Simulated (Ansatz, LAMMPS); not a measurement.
# Gap against volume in Ga2O3 with crystalline order left by the classical run (95 atoms)

Density of this cell: 5.40 g/cm³. The cell holds 95 atoms: 38 Ga and 57 O. Cell: a = 10.475 Å, b = 10.056 Å, c = 10.408 Å, α = 87.3°, β = 88.7°, γ = 88.3°. The starting structure: 95 atoms (38 Fe, 57 O) placed at random at 4.97 g/cm³, melted at 5000 K for 10 ps at fixed volume with the Morse and Coulomb pair potential with partial charges (Pedone, Malavasi, Menziani, Cormack and Segre, J. Phys. Chem. B 110, 11780 (2006)). Quenched from 5000 K to 300 K at 50 K/ps and fixed volume, held 5 ps, then minimised at fixed cell. Then Fe was replaced by Ga and the cell scaled by 1.003 (the potential has no terms for the new elements, so the cell is a start for a DFT relaxation).

Calculated with Ansatz 0.2.0: Kohn-Sham DFT, PBE, PAW (set soft_1), plane waves; PAW set soft_1; cutoff 420 eV, Γ point, fixed occupations. The relaxed cell was scaled evenly and the atoms were relaxed at each volume. The gap is that between the highest filled and the lowest empty Kohn-Sham level on the run's k-points.

| volume (Å³/atom) | gap (eV) |
| --- | --- |
| 10.368 | 2.010 |
| 10.829 | ? |
| 11.174 | 1.726 |
| 11.520 | 1.619 |
| 11.866 | 1.554 |
| 12.211 | 1.216 |

**Question.** Fit a straight line in ln V to the rows given and interpolate to the withheld row.

Worked fit:

A volume deformation potential makes the spacing linear in u = ln(V/V0), with V0 = 11.520 Å³ the relaxed volume; v is the spacing.

```
u = ln(V/V0)  v (eV)
   -0.105361  2.0095
  -0.0304589  1.7262
           0  1.6192
   0.0295583  1.5545
   0.0582690  1.2157
```

With n = 5: mean u = -0.00959855, mean v = 1.62502, Σ(u − ū)² = 0.015837, Σ(u − ū)(v − v̄) = -0.069526. Slope b = -0.069526 / 0.015837 = -4.3901; intercept a = v̄ − b ū = 1.5829.

At the withheld volume u = -0.06188, and v = a + b u.

Prediction at 10.829: 1.855 eV. The run gave 1.877 eV, so the fit is low by 0.023 eV (1.2 % of the value).

The rows don't follow a line (correlation 0.97 in size over all rows), so the slope of -4.39 eV is no deformation potential. Among the rows given, the largest miss of the fit is at 12.211, by 0.11 eV (14 % of the range of the table).

Limits: The table spans 16 % in volume, wide for a linear law. Semilocal functionals tend to put gaps under measured ones. Only the Γ point is sampled. Atoms move by up to 0.6 Å in these relaxations, so the structure changes along the series. Defect or tail levels can set the spacing of a disordered cell.

[Long decimals in the printed logs are rounded to 6 places.]

[Logs are printed without paths, hosts, clocks, repeated set-up lines and the standing remarks that a program may print on its own settings, such as how far it seeks lower states.]

[Hosts, paths, dates, database ids (printed as entryN), source tags and the programs' standing remarks are cut or masked in the printed files.]
